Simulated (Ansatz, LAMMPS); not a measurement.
# Amorphous trans-polyacetylene (as short chains C28H32), from a frame at 250 K (180 atoms): geometry optimisation, part 4 of 4

Wanted: the relaxed structure of amorphous trans-polyacetylene (as short chains C28H32), from a frame at 250 K (180 atoms) and its electronic structure.

Ansatz 0.2.0; Kohn-Sham DFT, PBE+D3(BJ), PAW (set soft_2), plane waves.

The cell: 84 C and 96 H. The network of contacts between molecules at the start is that of the classical potential that made the cell. The density was typed from a rule of thumb and may lie off the real one at this temperature. The Brillouin zone is sampled at Γ only, in a cell whose shortest periodic width is 12 Å.

So far. Step 4 (Relaxation): The relaxation changed the energy by -45.6 meV/atom, and atoms moved by 0.62 Å r.m.s., 2.2 Å at most.

## (7) A run with a doubtful setting

The input is spoilt on purpose; the run shows how that looks.

input.yaml reads:

```yaml
crystal:
  lattice:
    - [11.9497, 0.0, 0.0]
    - [0.0, 11.9497, 0.0]
    - [0.0, 0.0, 11.9497]
  atoms:
    - { symbol: C, position: [0.06944, 0.40006, 0.68611] }
    - { symbol: C, position: [0.00214, 0.44421, 0.5916] }
    - { symbol: C, position: [0.95264, 0.37766, 0.51294] }
    - { symbol: C, position: [0.87758, 0.43012, 0.4299] }
    - { symbol: C, position: [0.79571, 0.37974, 0.3753] }
    - { symbol: C, position: [0.72258, 0.44089, 0.306] }
    - { symbol: C, position: [0.6432, 0.39341, 0.24343] }
    - { symbol: C, position: [0.57571, 0.46221, 0.16974] }
    - { symbol: C, position: [0.52278, 0.42384, 0.0783] }
    - { symbol: C, position: [0.47131, 0.49904, 0.0008] }
    - { symbol: C, position: [0.45886, 0.46919, 0.89292] }
    - { symbol: C, position: [0.40353, 0.54228, 0.81864] }
    - { symbol: C, position: [0.39551, 0.5255, 0.71021] }
    - { symbol: C, position: [0.33457, 0.577, 0.62442] }
    - { symbol: C, position: [0.25334, 0.65585, 0.63061] }
    - { symbol: C, position: [0.18757, 0.70172, 0.53561] }
    - { symbol: C, position: [0.1542, 0.63787, 0.44716] }
    - { symbol: C, position: [0.10717, 0.68143, 0.34519] }
    - { symbol: C, position: [0.14439, 0.76972, 0.28789] }
    - { symbol: C, position: [0.09605, 0.81178, 0.17986] }
    - { symbol: C, position: [0.12552, 0.90697, 0.13081] }
    - { symbol: C, position: [0.07516, 0.9404, 0.02995] }
    - { symbol: C, position: [0.09046, 0.04176, 0.98344] }
    - { symbol: C, position: [0.0597, 0.07167, 0.87111] }
    - { symbol: C, position: [0.04959, 0.99925, 0.7889] }
    - { symbol: C, position: [0.03118, 0.03568, 0.67856] }
    - { symbol: C, position: [0.01977, 0.96085, 0.598] }
    - { symbol: C, position: [0.02044, 0.99392, 0.47746] }
    - { symbol: H, position: [0.14686, 0.44484, 0.68424] }
    - { symbol: H, position: [0.08571, 0.308, 0.67234] }
    - { symbol: H, position: [0.0274, 0.40505, 0.7691] }
    - { symbol: H, position: [0.99444, 0.53537, 0.58923] }
    [... 142 atom lines left out ...]
    - { symbol: H, position: [0.7066, 0.97008, 0.06871] }
    - { symbol: H, position: [0.72964, 0.13095, 0.17041] }
    - { symbol: H, position: [0.9441, 0.01753, 0.24099] }
    - { symbol: H, position: [0.89262, 0.26047, 0.21774] }
    - { symbol: H, position: [0.02868, 0.19334, 0.22822] }
    - { symbol: H, position: [0.9528, 0.20951, 0.35288] }
kpoints:
  mp_grid: { grid: [1, 1, 1] }
hamiltonian:
  xc: pbe
  dispersion: d3bj
scf:
  occupations: { method: fermi_dirac, width: 0.05 }
  max_iter: 50
output:
  forces: true
```

On the command line:

```bash
ansatz run input.yaml --threads 4 --pin off --max-ram 8192MiB --backend cpu --events-out ev --progress --plain --runs-dir out
```

Numbers of over 12 decimals in the logs are rounded to 6 here.

The program printed:

```text
[...]
Crystal: 180 atoms, lattice volume = 1706.361 Å³
Basis set: ecut = 420 eV, 33371 PW (Γ), exchange–correlation on 160×160×160 points (8 copies of the dense FFT grid, shifted against one another)
Bands: 396, of which v1, the nominal top of the filled ones, is band 216 counted from 1 (215 counted from 0)
Symmetry: 1 space group operations
[...]
k-points: 1
[...]
SCF iter   1: F=—  HF=-41879.190257 eV  |F-HF|=—  |Δ(HF+E_count)|=         —  Δρ=1.40e0  dr2=2.15e5  ethr=1.77e-3  ⟨swp⟩=68.0  Hψ=13359  notcnv=0  defer=168
[...]
SCF iter  15: F=—  HF=-22132.790043 eV  |F-HF|=—  |Δ(HF+E_count)|=    2.44e0  Δρ=2.34e-2  dr2=2.98e1  ethr=1.77e-3  ⟨swp⟩=7.0  Hψ=577  notcnv=0  defer=25  recentre
automatic band count: iteration 15 solves 250 bands in place of 396: the levels show a gap, and the empty bands left out lie too high to hold charge; the band table lists the bands solved (type scf.n_extra_bands for more)
SCF iter  16: F=—  HF=-22129.377235 eV  |F-HF|=—  |Δ(HF+E_count)|=    3.41e0  Δρ=1.25e-2  dr2=5.25e0  ethr=1.77e-3  ⟨swp⟩=11.0  Hψ=849  notcnv=0  defer=22
[...]
SCF iter  28: F=-22128.483285 eV  HF=-22128.483285 eV  |F-HF|=3.36e-8  |Δ(HF+E_count)|=   2.68e-7  Δρ=4.48e-6  dr2=3.37e-7  ethr=2.31e-10  ⟨swp⟩=22.0  Hψ=1699  notcnv=0
SCF 1 converged in 28 iterations: F = -22128.483285 eV  dr2 = 3.37e-7
[...]
SCF converged after 28 iterations
Free energy (F): -22128.483285 eV
[...]
Internal energy: -22128.458479 eV  (E = F + TS)
E sigma→0 (E₀):  -22128.470882 eV
Entropy (-TS):   -0.024806 eV (-0.138 meV/atom)
Fermi energy:    1.986481 eV
[...]
--- Forces (eV/Å), atoms counted from 1 ---
  atom   1  C     -0.75924726    -1.66773027    -0.17118911
  atom   2  C     -0.35351822    -0.67554547    -0.30133220
  atom   3  C     -1.01024255     2.35642910     0.26681027
  atom   4  C      2.55346203    -0.64391661     1.73292635
  atom   5  C     -1.10806567    -1.66581432     0.33384231
  atom   6  C      0.30280018     0.38825746     0.48504435
  atom   7  C     -1.41314613    -0.64579758    -1.13225478
  atom   8  C      0.98378572    -1.84537591     1.39600985
  atom   9  C     -0.24744341     0.68890274    -0.62008075
  atom  10  C     -0.08723870    -1.70828748     0.48326058
  atom  11  C      1.09838288    -0.88235326    -0.90460695
  atom  12  C     -0.83593966     0.88314360     1.76508451
  atom  13  C     -0.08796100     0.15113334    -1.38115527
  atom  14  C     -0.91598838     0.85794661     0.00717513
[...]
atom 179  H     -0.84160586    -0.13921956     0.17601296
  atom 180  H     -0.31453264     0.07168434    -0.41531717
  max |Σ_I F_I| component: 2.64e-4 eV/Å
```

The job ended after 53 s (4 threads of AMD EPYC 9R45, shared host; peak memory 2.1 GiB).

The run converged on the changed input; its numbers don't describe the system as set up.

The fault in the input: atoms that overlap (crystal.atoms[171].position = [0.73730841, 0.64751, 0.7516]). The fix is to restore the position.

## (8) Changed: scf.lower_state_search = "off"

Changed here: scf.lower_state_search = "off".

input.yaml reads:

```yaml
crystal:
  lattice:
    - [11.9497, 0.0, 0.0]
    - [0.0, 11.9497, 0.0]
    - [0.0, 0.0, 11.9497]
  atoms:
    [... the 180 atom lines of step 3 ...]
kpoints:
  mp_grid: { grid: [1, 1, 1] }
hamiltonian:
  xc: pbe
  dispersion: d3bj
scf:
  occupations: { method: fermi_dirac, width: 0.05 }
  lower_state_search: "off"
output:
  forces: true
  stress: true
  populations: intrinsic
  dos:
    method: { smearing: { sigma: 0.15 } }
    de: 0.1
    projected: { site_lists: { C: [C], H: [H] } }
  eigenvalues: true
```

The program printed:

```text
[...]
Crystal: 180 atoms, lattice volume = 1706.361 Å³
Basis set: ecut = 420 eV, 33371 PW (Γ), exchange–correlation on 160×160×160 points (8 copies of the dense FFT grid, shifted against one another)
Bands: 396, of which v1, the nominal top of the filled ones, is band 216 counted from 1 (215 counted from 0)
Symmetry: 1 space group operations
[...]
k-points: 1
[...]
SCF iter   1: F=—  HF=-22603.966567 eV  |F-HF|=—  |Δ(HF+E_count)|=         —  Δρ=5.12e-3  dr2=4.91e-1  ethr=1.77e-3  ⟨swp⟩=5.0  Hψ=1604  notcnv=0  defer=151
[...]
SCF iter   9: F=—  HF=-22603.922143 eV  |F-HF|=—  |Δ(HF+E_count)|=   5.46e-7  Δρ=3.08e-6  dr2=2.33e-7  ethr=3.73e-10  ⟨swp⟩=2.0  Hψ=401  notcnv=0  defer=168
SCF iter  10: F=-22603.922143 eV  HF=-22603.922143 eV  |F-HF|=1.67e-9  |Δ(HF+E_count)|=   1.17e-7  Δρ=1.29e-6  dr2=4.29e-8  ethr=2.31e-11  ⟨swp⟩=17.0  Hψ=2711  notcnv=0
SCF 1 converged in 10 iterations: F = -22603.922143 eV  dr2 = 4.29e-8
[...]
SCF converged after 10 iterations
Free energy (F): -22603.922143 eV
[...]
Internal energy: -22603.922133 eV  (E = F + TS)
E sigma→0 (E₀):  -22603.922138 eV
Entropy (-TS):   -0.000010 eV (-0.000 meV/atom)
Fermi energy:    1.900446 eV
[...]
Σ components = -22603.922143   (vs F -22603.922143, Δ=0.00e0)
--- Forces (eV/Å), atoms counted from 1 ---
  atom   1  C     -0.77056386    -1.67779682    -0.16822517
  atom   2  C     -0.33643623    -0.65460520    -0.32953803
  atom   3  C     -0.95419784     2.36197167     0.26313032
  atom   4  C      2.55974822    -0.68912341     1.71313804
[...]
atom 180  H     -0.33305239     0.04399672    -0.42162148
  max |Σ_I F_I| component: 1.21e-4 eV/Å
--- Stress (GPa, compression-positive) ---
        1.681494       0.155353       0.195807
        0.155353       6.544399       1.280946
        0.195805       1.280946       7.440402
  P = ⅓ Tr σ = 5.2221 GPa (52.221 kbar)
--- Band table (eV) ---
[...]
--- intrinsic populations: 180 sites ---
  site symbol       q [e]
     0      C      4.5085
     1      C      4.1430
     2      C      4.1958
[...]
179      H      0.8239
  spilling = -0.000000 (of n_electrons = 432.000000)
```

Wall time 8.5 s (4 threads); peak memory 2.1 GiB; 32 s of CPU time.

Geometry and reference: those of the single point at the start.

Forces differ from those of the single point at the start by 0 meV/Å r.m.s., 0 % of their size. It took 0.98 times the reference's time (shared host, so rough). The change had no effect here: energy, forces and cycles are those of the reference.

## (9) What came out

```json
{"energy change in the relaxation": "-45.62 meV/atom", "r.m.s. displacement": "0.621 Å", "largest displacement": "2.239 Å", "free energy per atom": "-125.6230 eV/atom", "pressure": "0.7384 GPa", "r.m.s. force component": "0.00545 eV/Å", "gap (highest filled to lowest empty level)": "0.7651 eV", "wall time of the 5 DFT runs": "3.6 min"}
```

In words: Relaxation lowers the energy by 45.6 meV/atom and moves atoms by 0.62 Å r.m.s.; the r.m.s. force component goes from 0.96 to 0.0054 eV/Å, the pressure goes from 5.2 to 0.74 GPa, and the gap from 1.30 to 0.765 eV. By the final cutoffs no bond was broken or made. From the first step to the last the energy fell by 8.211 eV, and the largest move was 2.24 Å (H116). The C-C bonds change most in mean length: from 1.387 Å (spread 0.056) to 1.400 Å (spread 0.035). Counting bonds as in the table, 93 % of C atoms have 3 and all H atoms have 1 bonded neighbour. The highest filled and lowest empty levels differ by 0.765 eV (at Γ alone); a semilocal functional tends to put such gaps too low. It is the spacing of short capped chains, not of the long polymer. In a disordered cell it changes from sample to sample, and tail or defect levels can set it.

What to keep in mind: The network of contacts between molecules at the start is that of the classical potential that made the cell; in DFT atoms moved by 0.62 Å r.m.s.

[Logs are printed without paths, hosts, clocks, repeated set-up lines and the standing remarks that a program may print on its own settings, such as how far it seeks lower states.]

[Hosts, paths, dates, database ids (printed as entryN), source tags and the programs' standing remarks are cut or masked in the printed files.]
